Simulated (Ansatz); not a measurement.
**MgPbF4, from a guessed structure to a relaxed one**

This structure for MgPbF4 is made up. Its elements were placed in a known structure type with a cell scaled to their sizes. What cell does the guess relax to, and how far off was it?

Calculated with Ansatz 0.2.0; DFT, PBE, plane-wave PAW, files of the set soft_1, scalar-relativistic, no spin, cell and ions relaxed at zero pressure; PAW set soft_1, in the first sound run; inputs show where later runs differ.

### Step 1. Starting point

The structure is tetragonal, space group P4/mmm (No. 123). Conventional cell: a = 3.943 Å, b = 3.943 Å, c = 5.533 Å, α = 90.00°, β = 90.00°, γ = 90.00°. Nearest to Pb lie 8 F at 2.42 Å. Nearest to Mg lie 8 F at 2.40 Å. F has 2 Mg at 2.40 Å and 2 Pb at 2.42 Å nearest. Farther neighbours and most contacts between anions are not listed.

### Step 2. Relaxing cell and atoms

The guess takes its coordinates from another compound and its volume from a rule, so the cell and any free coordinates are relaxed together.

input.yaml reads:

```yaml
crystal:
  lattice:
    - [3.943, 0.0, 0.0]
    - [0.0, 3.943, 0.0]
    - [0.0, 0.0, 5.533]
  atoms:
    - { symbol: Pb, position: [0.5, 0.5, 0.0] }
    - { symbol: Mg, position: [0.0, 0.0, 0.5] }
    - { symbol: F, position: [0.0, 0.5, 0.253] }
    - { symbol: F, position: [0.0, 0.5, 0.747] }
    - { symbol: F, position: [0.5, 0.0, 0.747] }
    - { symbol: F, position: [0.5, 0.0, 0.253] }
kpoints:
  mp_grid: { grid: [7, 7, 5] }
scf:
  occupations: { method: fermi_dirac, width: 0.05 }
hamiltonian:
  xc: pbe
  pseudopotentials: { kind: paw, azcp: { folder: soft_1 } }
relax:
  f_tol: 0.015
  max_steps: 70
  cell: {}
output:
  forces: true
  stress: true
```

Run with:

```console
$ ansatz run input.yaml --threads 4 --pin off --max-ram 10240MiB --backend cpu --events-out ev --progress --plain --runs-dir out
```

Numbers of over 12 decimals in the logs are rounded to 6 here.

What it wrote:

```text
Engine: ansatz 0.2.0, aarch64-unknown-linux-gnu
Pseudopotentials: kind: paw
Pseudopotential: Pb, paw, valence charge 14, recommended cutoff 420 eV (normal), soft_1/Pb.paw.azcp
Pseudopotential: Mg, paw, valence charge 10, recommended cutoff 420 eV (normal), soft_1/Mg.paw.azcp
Pseudopotential: F, paw, valence charge 7, recommended cutoff 420 eV (normal), soft_1/F.paw.azcp
Functional definition: PBE
  parameter kappa = 0.804
  parameter beta = 0.066725
  exchange = pbe_x(kappa = kappa, mu = beta*pi^2/3)
  correlation = pbe_c(beta = beta)
Crystal: 6 atoms, lattice volume = 86.023 Å³
Basis set: ecut = 420 eV, 1715 PW (Γ), exchange–correlation on 54×54×80 points (8 copies of the dense FFT grid, shifted against one another)
Bands: 32, of which v1, the nominal top of the filled ones, is band 26 counted from 1 (25 counted from 0)
Symmetry: 16 space group operations
Space group: P4/mmm (ITA 123), of the structure as read, at distance tolerance 4.4e-5 Å
k-points: 30 of 245
Non-local potential: Pb, projectors of the file, l = 0: 2, l = 1: 2, l = 2: 2, l = 3: 1
Non-local potential: Mg, projectors of the file, l = 0: 3, l = 1: 2, l = 2: 1
Non-local potential: F, projectors of the file, l = 0: 2, l = 1: 2, l = 2: 1
PAW form: soft (Blöchl's): semilocal exchange-correlation on the pseudo side does not see the compensation charge
PAW one-centre angular grid: Pb, 590 points (default); XC on 64 Gauss nodes
PAW one-centre angular grid: Mg, 110 points (default); XC on 64 Gauss nodes
PAW one-centre angular grid: F, 110 points (default); XC on 64 Gauss nodes
Initial density: superposition of atomic densities (chi_scale 0.1, normalization cell, long waves kept (reshape's long-wave potential 0.02 eV rms))
Initial wavefunctions: pseudopotential atomic-orbital guess
Functional: x = pbe(κ = 0.804, μ = 0.219515), c = pbe(β = 0.066725)
SCF iter   1: F=—  HF=-17072.422274 eV  |F-HF|=—  |Δ(HF+E_count)|=         —  Δρ=8.88e-2  dr2=5.16e0  ethr=3.10e-3  ⟨swp⟩=7.1  Hψ=4240  notcnv=0
preconditioner: auto → Resta (q_TF=auto, 2.509 Å⁻¹)  ε∞=3.5  [insulator: Δε(μ)=2.502 eV  Ē_g=16.701 eV  σ=0.050 eV  W_gap=1.00  n_scr=20 (ndim 8)  ℏωp=26.6 eV  f_vac=0.042  D(μ)=0.00/eV (n_scr^D=0)  ε∞_Penn≈3.5]
SCF iter   2: F=—  HF=-17071.020892 eV  |F-HF|=—  |Δ(HF+E_count)|=    1.40e0  Δρ=3.56e-2  dr2=9.30e-1  ethr=3.10e-3  ⟨swp⟩=3.0  Hψ=2210  notcnv=0  defer=49
SCF iter   3: F=—  HF=-17070.900713 eV  |F-HF|=—  |Δ(HF+E_count)|=   1.20e-1  Δρ=1.62e-2  dr2=2.33e-1  ethr=1.79e-3  ⟨swp⟩=3.4  Hψ=2096  notcnv=0  defer=49
SCF iter   4: F=—  HF=-17070.889971 eV  |F-HF|=—  |Δ(HF+E_count)|=   1.07e-2  Δρ=3.93e-3  dr2=1.78e-2  ethr=4.49e-4  ⟨swp⟩=3.0  Hψ=1918  notcnv=0  defer=49
SCF iter   5: F=—  HF=-17070.895150 eV  |F-HF|=—  |Δ(HF+E_count)|=   5.18e-3  Δρ=1.08e-3  dr2=1.18e-3  ethr=3.42e-5  ⟨swp⟩=2.8  Hψ=1744  notcnv=0  defer=49
SCF iter   6: F=—  HF=-17070.897550 eV  |F-HF|=—  |Δ(HF+E_count)|=   2.40e-3  Δρ=2.25e-4  dr2=4.14e-5  ethr=2.27e-6  ⟨swp⟩=2.0  Hψ=1424  notcnv=0  defer=49
SCF iter   7: F=—  HF=-17070.897585 eV  |F-HF|=—  |Δ(HF+E_count)|=   3.52e-5  Δρ=5.25e-5  dr2=2.10e-6  ethr=7.97e-8  ⟨swp⟩=2.0  Hψ=1752  notcnv=0  defer=49
SCF iter   8: F=—  HF=-17070.897595 eV  |F-HF|=—  |Δ(HF+E_count)|=   9.70e-6  Δρ=1.59e-5  dr2=1.81e-7  ethr=4.04e-9  ⟨swp⟩=2.0  Hψ=1691  notcnv=0  defer=49
SCF iter   9: F=-17070.897596 eV  HF=-17070.897596 eV  |F-HF|=1.33e-8  |Δ(HF+E_count)|=   5.51e-7  Δρ=2.10e-6  dr2=4.88e-9  ethr=1.92e-10  ⟨swp⟩=4.7  Hψ=3527  notcnv=0
SCF 1 converged in 9 iterations: F = -17070.897596 eV  dr2 = 4.88e-9
  greatest PAW one-centre occupation: 1.000 electrons in one spin orbital (limit 2), on the Mg atom at site 1 (counted from 0), in its partial waves of l = 0
relax step   1: F+E_penalty+E_count = -17070.89759570 eV  Δ(F+E_penalty+E_count) = +0.000e0 eV  max|allowed force component| = 1.675e0 eV/Å  Δτ_max = 0.0000 Å  P = +3.514 GPa  Ω = 86.023 Å³  (9 SCF iters, dr2 threshold 1.00e-7 eV, accepted)
Crystal: 6 atoms, lattice volume = 89.151 Å³
Basis set: ecut = 420 eV, 1739 PW (Γ), exchange–correlation on 54×54×80 points (8 copies of the dense FFT grid, shifted against one another)
Initial density: handed on by an earlier stage of this run
Initial wavefunctions: those handed on with the density
iter 1 solved again at ethr=1.71e-4 eV; its pass at ethr=3.10e-3 eV (dr2=8.89e-2 eV) is discarded
SCF iter   1: F=—  HF=-17071.425722 eV  |F-HF|=—  |Δ(HF+E_count)|=         —  Δρ=1.55e-2  dr2=8.85e-2  ethr=1.71e-4  ⟨swp⟩=1.5  Hψ=4918  notcnv=0
preconditioner: auto → Resta (q_TF=auto, 2.494 Å⁻¹)  ε∞=3.5  [insulator: Δε(μ)=4.195 eV  Ē_g=16.534 eV  σ=0.050 eV  W_gap=1.00  n_scr=20 (ndim 8)  ℏωp=26.1 eV  f_vac=0.123  D(μ)=0.00/eV (n_scr^D=0)  ε∞_Penn≈3.5]
SCF iter   2: F=—  HF=-17071.407764 eV  |F-HF|=—  |Δ(HF+E_count)|=   1.80e-2  Δρ=7.62e-3  dr2=2.29e-2  ethr=1.70e-4  ⟨swp⟩=3.0  Hψ=1769  notcnv=0
SCF iter   3: F=—  HF=-17071.404403 eV  |F-HF|=—  |Δ(HF+E_count)|=   3.36e-3  Δρ=1.68e-3  dr2=1.43e-3  ethr=4.40e-5  ⟨swp⟩=2.0  Hψ=1546  notcnv=0
SCF iter   4: F=—  HF=-17071.404191 eV  |F-HF|=—  |Δ(HF+E_count)|=   2.11e-4  Δρ=8.09e-4  dr2=3.99e-4  ethr=2.76e-6  ⟨swp⟩=2.0  Hψ=1716  notcnv=0
SCF iter   5: F=—  HF=-17071.403987 eV  |F-HF|=—  |Δ(HF+E_count)|=   2.04e-4  Δρ=1.46e-4  dr2=1.40e-5  ethr=7.67e-7  ⟨swp⟩=2.0  Hψ=1378  notcnv=0
SCF iter   6: F=—  HF=-17071.403998 eV  |F-HF|=—  |Δ(HF+E_count)|=   1.08e-5  Δρ=4.11e-5  dr2=1.23e-6  ethr=2.70e-8  ⟨swp⟩=2.0  Hψ=1566  notcnv=0
SCF iter   7: F=-17071.404000 eV  HF=-17071.404000 eV  |F-HF|=1.68e-7  |Δ(HF+E_count)|=   2.23e-6  Δρ=7.69e-6  dr2=5.71e-8  ethr=1.15e-9  ⟨swp⟩=4.1  Hψ=3302  notcnv=0
SCF 2 converged in 7 iterations: F = -17071.404000 eV  dr2 = 5.71e-8
relax step   2: F+E_penalty+E_count = -17071.40400035 eV  Δ(F+E_penalty+E_count) = -5.064e-1 eV  max|allowed force component| = 4.204e-1 eV/Å  Δτ_max = 0.1951 Å  P = -3.652 GPa  Ω = 89.151 Å³  energy of the carried Pulay correction = -5.939e-3 eV  (7 SCF iters, dr2 threshold 6.00e-7 eV, accepted)
Crystal: 6 atoms, lattice volume = 84.534 Å³
Basis set: ecut = 420 eV, 1667 PW (Γ), exchange–correlation on 54×54×80 points (8 copies of the dense FFT grid, shifted against one another)
iter 1 solved again at ethr=3.09e-5 eV; its pass at ethr=3.10e-3 eV (dr2=1.61e-2 eV) is discarded
SCF iter   1: F=—  HF=-17071.552838 eV  |F-HF|=—  |Δ(HF+E_count)|=         —  Δρ=5.65e-3  dr2=1.65e-2  ethr=3.09e-5  ⟨swp⟩=2.1  Hψ=5852  notcnv=0
preconditioner: auto → Resta (q_TF=auto, 2.516 Å⁻¹)  ε∞=3.5  [insulator: Δε(μ)=3.873 eV  Ē_g=16.907 eV  σ=0.050 eV  W_gap=1.00  n_scr=20 (ndim 8)  ℏωp=26.8 eV  f_vac=0.101  D(μ)=0.00/eV (n_scr^D=0)  ε∞_Penn≈3.5]
SCF iter   2: F=—  HF=-17071.551763 eV  |F-HF|=—  |Δ(HF+E_count)|=   1.08e-3  Δρ=3.20e-3  dr2=5.77e-3  ethr=3.09e-5  ⟨swp⟩=2.0  Hψ=1859  notcnv=0
SCF iter   3: F=—  HF=-17071.552368 eV  |F-HF|=—  |Δ(HF+E_count)|=   6.05e-4  Δρ=1.47e-3  dr2=1.30e-3  ethr=1.11e-5  ⟨swp⟩=2.0  Hψ=1567  notcnv=0
SCF iter   4: F=—  HF=-17071.552248 eV  |F-HF|=—  |Δ(HF+E_count)|=   1.19e-4  Δρ=3.30e-4  dr2=9.65e-5  ethr=2.51e-6  ⟨swp⟩=2.0  Hψ=1361  notcnv=0
SCF iter   5: F=—  HF=-17071.552038 eV  |F-HF|=—  |Δ(HF+E_count)|=   2.10e-4  Δρ=1.01e-4  dr2=8.64e-6  ethr=1.86e-7  ⟨swp⟩=2.0  Hψ=1370  notcnv=0
SCF iter   6: F=-17071.552056 eV  HF=-17071.552054 eV  |F-HF|=1.27e-6  |Δ(HF+E_count)|=   1.62e-5  Δρ=1.91e-5  dr2=3.46e-7  ethr=1.15e-9  ⟨swp⟩=3.0  Hψ=4232  notcnv=0
SCF 3 converged in 6 iterations: F = -17071.552056 eV  dr2 = 3.46e-7
relax step   3: F+E_penalty+E_count = -17071.55205565 eV  Δ(F+E_penalty+E_count) = -1.481e-1 eV  max|allowed force component| = 6.049e-2 eV/Å  Δτ_max = 0.0034 Å  P = -0.623 GPa  Ω = 84.534 Å³  energy of the carried Pulay correction = +2.903e-3 eV  (6 SCF iters, dr2 threshold 6.00e-7 eV, accepted)
Crystal: 6 atoms, lattice volume = 84.346 Å³
Basis set: ecut = 420 eV, 1651 PW (Γ), exchange–correlation on 54×54×80 points (8 copies of the dense FFT grid, shifted against one another)
iter 1 solved again at ethr=1.64e-6 eV; its pass at ethr=3.10e-3 eV (dr2=8.52e-4 eV) is discarded
SCF iter   1: F=—  HF=-17071.558662 eV  |F-HF|=—  |Δ(HF+E_count)|=         —  Δρ=1.41e-3  dr2=7.99e-4  ethr=1.64e-6  ⟨swp⟩=2.1  Hψ=5524  notcnv=0
preconditioner: auto → Resta (q_TF=auto, 2.517 Å⁻¹)  ε∞=3.5  [insulator: Δε(μ)=4.029 eV  Ē_g=16.973 eV  σ=0.050 eV  W_gap=1.00  n_scr=20 (ndim 8)  ℏωp=26.8 eV  f_vac=0.110  D(μ)=0.00/eV (n_scr^D=0)  ε∞_Penn≈3.5]
SCF iter   2: F=—  HF=-17071.558639 eV  |F-HF|=—  |Δ(HF+E_count)|=   2.36e-5  Δρ=7.69e-4  dr2=2.60e-4  ethr=1.54e-6  ⟨swp⟩=1.0  Hψ=960  notcnv=0
SCF iter   3: F=—  HF=-17071.558436 eV  |F-HF|=—  |Δ(HF+E_count)|=   2.03e-4  Δρ=1.43e-4  dr2=1.25e-5  ethr=5.00e-7  ⟨swp⟩=2.0  Hψ=1383  notcnv=0
SCF iter   4: F=—  HF=-17071.558438 eV  |F-HF|=—  |Δ(HF+E_count)|=   1.96e-6  Δρ=8.04e-5  dr2=3.81e-6  ethr=2.40e-8  ⟨swp⟩=2.1  Hψ=1615  notcnv=0
SCF iter   5: F=-17071.558438 eV  HF=-17071.558438 eV  |F-HF|=2.37e-7  |Δ(HF+E_count)|=   4.19e-8  Δρ=1.57e-5  dr2=2.17e-7  ethr=1.15e-9  ⟨swp⟩=3.0  Hψ=3793  notcnv=0
SCF 4 converged in 5 iterations: F = -17071.558438 eV  dr2 = 2.17e-7
relax step   4: F+E_penalty+E_count = -17071.55843783 eV  Δ(F+E_penalty+E_count) = -6.382e-3 eV  max|allowed force component| = 2.529e-2 eV/Å  Δτ_max = 0.0107 Å  P = -0.020 GPa  Ω = 84.346 Å³  energy of the carried Pulay correction = +3.274e-3 eV  (5 SCF iters, dr2 threshold 6.00e-7 eV, accepted)
Crystal: 6 atoms, lattice volume = 84.267 Å³
Basis set: ecut = 420 eV, 1627 PW (Γ), exchange–correlation on 54×54×80 points (8 copies of the dense FFT grid, shifted against one another)
iter 1 solved again at ethr=3.26e-8 eV; its pass at ethr=3.10e-3 eV (dr2=1.70e-5 eV) is discarded
SCF iter   1: F=—  HF=-17071.558961 eV  |F-HF|=—  |Δ(HF+E_count)|=         —  Δρ=2.63e-4  dr2=1.77e-5  ethr=3.26e-8  ⟨swp⟩=3.0  Hψ=4581  notcnv=0
preconditioner: auto → Resta (q_TF=auto, 2.517 Å⁻¹)  ε∞=3.5  [insulator: Δε(μ)=4.014 eV  Ē_g=16.975 eV  σ=0.050 eV  W_gap=1.00  n_scr=20 (ndim 8)  ℏωp=26.8 eV  f_vac=0.110  D(μ)=0.00/eV (n_scr^D=0)  ε∞_Penn≈3.5]
SCF iter   2: F=—  HF=-17071.558737 eV  |F-HF|=—  |Δ(HF+E_count)|=   2.24e-4  Δρ=1.38e-4  dr2=5.40e-6  ethr=3.26e-8  ⟨swp⟩=2.1  Hψ=1353  notcnv=0
SCF iter   3: F=—  HF=-17071.558737 eV  |F-HF|=—  |Δ(HF+E_count)|=   1.88e-7  Δρ=1.46e-5  dr2=2.42e-7  ethr=1.04e-8  ⟨swp⟩=2.3  Hψ=1399  notcnv=0
SCF iter   4: F=-17071.558737 eV  HF=-17071.558737 eV  |F-HF|=2.11e-10  |Δ(HF+E_count)|=   1.09e-8  Δρ=7.30e-6  dr2=3.13e-8  ethr=7.69e-11  ⟨swp⟩=5.0  Hψ=3654  notcnv=0
SCF 5 converged in 4 iterations: F = -17071.558737 eV  dr2 = 3.13e-8
relax step   5: F+E_penalty+E_count = -17071.55873678 eV  Δ(F+E_penalty+E_count) = -2.990e-4 eV  max|allowed force component| = 1.963e-3 eV/Å  Δτ_max = 0.0027 Å  P = +0.008 GPa  Ω = 84.267 Å³  energy of the carried Pulay correction = +3.430e-3 eV  (4 SCF iters, dr2 threshold 4.00e-8 eV, accepted)
Initial wavefunctions: pseudopotential atomic-orbital guess (no wavefunctions were taken with the density)
iter 1 solved again at ethr=9.57e-8 eV; its pass at ethr=3.10e-3 eV (dr2=4.97e-5 eV) is discarded
SCF iter   1: F=—  HF=-17071.559882 eV  |F-HF|=—  |Δ(HF+E_count)|=         —  Δρ=3.60e-4  dr2=1.18e-5  ethr=9.57e-8  ⟨swp⟩=3.9  Hψ=7200  notcnv=0
preconditioner: auto → Resta (q_TF=auto, 2.517 Å⁻¹)  ε∞=3.5  [insulator: Δε(μ)=4.015 eV  Ē_g=16.976 eV  σ=0.050 eV  W_gap=1.00  n_scr=20 (ndim 8)  ℏωp=26.8 eV  f_vac=0.110  D(μ)=0.00/eV (n_scr^D=0)  ε∞_Penn≈3.5]
SCF iter   2: F=—  HF=-17071.560157 eV  |F-HF|=—  |Δ(HF+E_count)|=   2.75e-4  Δρ=1.84e-4  dr2=3.07e-6  ethr=2.27e-8  ⟨swp⟩=2.0  Hψ=1396  notcnv=0
SCF iter   3: F=—  HF=-17071.560363 eV  |F-HF|=—  |Δ(HF+E_count)|=   2.06e-4  Δρ=1.15e-5  dr2=5.57e-8  ethr=5.90e-9  ⟨swp⟩=2.0  Hψ=1620  notcnv=0
SCF iter   4: F=—  HF=-17071.560363 eV  |F-HF|=—  |Δ(HF+E_count)|=  4.69e-10  Δρ=3.48e-6  dr2=4.16e-9  ethr=1.07e-10  ⟨swp⟩=2.0  Hψ=1593  notcnv=0
SCF iter   5: F=—  HF=-17071.560363 eV  |F-HF|=—  |Δ(HF+E_count)|=   1.66e-8  Δρ=7.07e-7  dr2=5.71e-10  ethr=8.00e-12  ⟨swp⟩=2.0  Hψ=1600  notcnv=0
SCF iter   6: F=-17071.560363 eV  HF=-17071.560363 eV  |F-HF|=7.28e-11  |Δ(HF+E_count)|=  7.42e-10  Δρ=2.35e-7  dr2=2.97e-11  ethr=1.00e-12  ⟨swp⟩=3.2  Hψ=3938  notcnv=0
SCF 6 converged in 6 iterations: F = -17071.560363 eV  dr2 = 2.97e-11
relax step   6: F+E_penalty+E_count = -17071.56036280 eV  Δ(F+E_penalty+E_count) = -1.626e-3 eV  max|allowed force component| = 2.696e-3 eV/Å  Δτ_max = 0.0000 Å  P = +0.029 GPa  Ω = 84.267 Å³  stress off target by 3.22e-1 GPa  SCF on the basis re-selected at this cell (its energy is not comparable with the rows above)  (6 SCF iters)
basis re-selected at this cell: Δ(F+E_penalty+E_count) = -1.626e-3 eV, ΔP = +0.021 GPa vs the last step (what re-selecting the basis moved, of the pressure what is left beyond the Pulay correction that the steps carried, after the strain that the cell walked since its last selection, with what the two solves' SCF thresholds leave and, on support functions, any second-order correction that the steps lacked; it is no m [...]
Crystal: 6 atoms, lattice volume = 84.224 Å³
iter 1 solved again at ethr=3.67e-8 eV; its pass at ethr=3.10e-3 eV (dr2=1.91e-5 eV) is discarded
SCF iter   1: F=—  HF=-17071.560956 eV  |F-HF|=—  |Δ(HF+E_count)|=         —  Δρ=2.42e-4  dr2=1.93e-5  ethr=3.67e-8  ⟨swp⟩=3.2  Hψ=5197  notcnv=0
preconditioner: auto → Resta (q_TF=auto, 2.518 Å⁻¹)  ε∞=3.5  [insulator: Δε(μ)=3.996 eV  Ē_g=16.976 eV  σ=0.050 eV  W_gap=1.00  n_scr=20 (ndim 8)  ℏωp=26.8 eV  f_vac=0.111  D(μ)=0.00/eV (n_scr^D=0)  ε∞_Penn≈3.5]
SCF iter   2: F=—  HF=-17071.560728 eV  |F-HF|=—  |Δ(HF+E_count)|=   2.28e-4  Δρ=1.31e-4  dr2=6.98e-6  ethr=3.67e-8  ⟨swp⟩=2.0  Hψ=1261  notcnv=0
SCF iter   3: F=-17071.560731 eV  HF=-17071.560731 eV  |F-HF|=1.34e-7  |Δ(HF+E_count)|=   2.98e-6  Δρ=1.48e-5  dr2=1.63e-7  ethr=4.99e-10  ⟨swp⟩=3.7  Hψ=4263  notcnv=0
SCF 7 converged in 3 iterations: F = -17071.560731 eV  dr2 = 1.63e-7
relax step   7: F+E_penalty+E_count = -17071.56073123 eV  Δ(F+E_penalty+E_count) = -3.684e-4 eV  max|allowed force component| = 5.043e-4 eV/Å  Δτ_max = 0.0007 Å  P = +0.013 GPa  Ω = 84.224 Å³  energy of the carried Pulay correction = +9.853e-5 eV  (3 SCF iters, dr2 threshold 2.60e-7 eV, accepted)
iter 1 solved again at ethr=7.89e-8 eV; its pass at ethr=3.10e-3 eV (dr2=4.11e-5 eV) is discarded
SCF iter   1: F=—  HF=-17071.560856 eV  |F-HF|=—  |Δ(HF+E_count)|=         —  Δρ=6.87e-5  dr2=2.84e-7  ethr=7.89e-8  ⟨swp⟩=3.9  Hψ=7251  notcnv=0
preconditioner: auto → Resta (q_TF=auto, 2.518 Å⁻¹)  ε∞=3.5  [insulator: Δε(μ)=3.996 eV  Ē_g=16.977 eV  σ=0.050 eV  W_gap=1.00  n_scr=20 (ndim 8)  ℏωp=26.8 eV  f_vac=0.110  D(μ)=0.00/eV (n_scr^D=0)  ε∞_Penn≈3.5]
SCF iter   2: F=—  HF=-17071.560704 eV  |F-HF|=—  |Δ(HF+E_count)|=   1.52e-4  Δρ=3.45e-5  dr2=1.05e-7  ethr=5.46e-10  ⟨swp⟩=2.2  Hψ=1758  notcnv=0
SCF iter   3: F=—  HF=-17071.560742 eV  |F-HF|=—  |Δ(HF+E_count)|=   3.83e-5  Δρ=8.71e-6  dr2=3.93e-8  ethr=2.02e-10  ⟨swp⟩=2.1  Hψ=1606  notcnv=0
SCF iter   4: F=—  HF=-17071.560742 eV  |F-HF|=—  |Δ(HF+E_count)|=   1.89e-7  Δρ=3.44e-6  dr2=2.88e-9  ethr=7.56e-11  ⟨swp⟩=2.0  Hψ=1325  notcnv=0
SCF iter   5: F=—  HF=-17071.560742 eV  |F-HF|=—  |Δ(HF+E_count)|=   2.24e-7  Δρ=1.61e-6  dr2=3.11e-10  ethr=5.54e-12  ⟨swp⟩=2.0  Hψ=1310  notcnv=0
SCF iter   6: F=-17071.560742 eV  HF=-17071.560742 eV  |F-HF|=3.64e-12  |Δ(HF+E_count)|=   7.82e-8  Δρ=7.82e-8  dr2=5.18e-12  ethr=1.00e-12  ⟨swp⟩=4.7  Hψ=3528  notcnv=0
SCF 8 converged in 6 iterations: F = -17071.560742 eV  dr2 = 5.18e-12
relax step   8: F+E_penalty+E_count = -17071.56074242 eV  Δ(F+E_penalty+E_count) = -1.118e-5 eV  max|allowed force component| = 4.419e-4 eV/Å  Δτ_max = 0.0000 Å  P = +0.012 GPa  Ω = 84.224 Å³  stress off target by 1.91e-2 GPa  SCF on the basis re-selected at this cell (its energy is not comparable with the rows above)  (6 SCF iters)
basis re-selected at this cell: Δ(F+E_penalty+E_count) = -1.118e-5 eV, ΔP = -0.002 GPa vs the last step (what re-selecting the basis moved, of the pressure what is left beyond the Pulay correction that the steps carried, after the strain that the cell walked since its last selection, with what the two solves' SCF thresholds leave and, on support functions, any second-order correction that the steps lacked; it is no m [...]
SCF converged after 6 iterations
Free energy (F): -17071.560742 eV
Harris-Foulkes:  -17071.560742 eV  (|F-HF|=3.64e-12)
Internal energy: -17071.560742 eV  (E = F + TS)
E sigma→0 (E₀):  -17071.560742 eV
Fermi energy:    7.208661 eV
--- Per-component energies (eV) ---
  E_band       = -514.055814
  E_kinetic    = 1153.897497
  E_local      = -4888.522099  (includes V_loc(G=0)·N_el)
  E_nonlocal   = 847.890019
  E_hartree    = 1771.169390
  E_xc         = -543.709477
  E_vxc        = -570.967927  (∫ρ·V_xc dr)
  E_paw        = -11510.026836  (= ΣΔE_a)
  E_vpaw       = -598.694473  (= ΣTr[D̂ρ^β])
  E_aug_tail   = 0.002406  (compensation charges beyond the density's cutoff)
  E_ewald      = -3902.261643
  E_smearing   = -0.000000  (= −TS)
  E_closure    = -0.000000  (closes the sum)
  Σ components = -17071.560742   (vs F -17071.560742, Δ=0.00e0)
--- Forces (eV/Å), atoms counted from 1 ---
  atom   1  Pb    -0.00000000    -0.00000000     0.00000000
  atom   2  Mg    -0.00000000    -0.00000000     0.00000000
  atom   3  F      0.00000000    -0.00000000     0.00044192
  atom   4  F     -0.00000000     0.00000000    -0.00044192
  atom   5  F      0.00000000    -0.00000000    -0.00044192
  atom   6  F     -0.00000000     0.00000000     0.00044192
  max |Σ_I F_I| component: 2.08e-17 eV/Å
--- Stress (GPa, compression-positive) ---
        0.007784      -0.000000       0.000000
       -0.000000       0.007784      -0.000000
        0.000000      -0.000000       0.019145
  P = ⅓ Tr σ = 0.0116 GPa (0.116 kbar)
--- Relaxed structure (6 steps of the walk, 6 accepted, 2 SCFs on fresh bases) ---
  F+E_penalty+E_count = -17071.56074242 eV   max|allowed force component| = 4.419e-4 eV/Å   (the final SCF, on the basis selected at the relaxed cell)
  cell:  # Å, volume = 84.2242 Å³
    - [3.817607, 0, 0]
    - [0, 3.817607, 0]
    - [0, 0, 5.779019]
  atoms:
    - { symbol: Pb, position: [0.500000, 0.500000, -7.576808964896582e-19] }
    - { symbol: Mg, position: [0, 0, 0.500000] }
    - { symbol: F, position: [0, 0.500000, 0.286326] }
    - { symbol: F, position: [0, 0.500000, 0.713674] }
    - { symbol: F, position: [0.500000, 0, 0.713674] }
    - { symbol: F, position: [0.500000, 0, 0.286326] }
```

Run time: 9.7 s. Hardware: 4 threads of Arm Neoverse V1, shared host; peak memory 0.42 GiB; 35 s of CPU time.

(Continued in part 2 of 2.)

[Logs are printed without paths, hosts, clocks, repeated set-up lines and the standing remarks that a program may print on its own settings, such as how far it seeks lower states.]

[Hosts, paths, dates, database ids (printed as entryN), source tags and the programs' standing remarks are cut or masked in the printed files.]
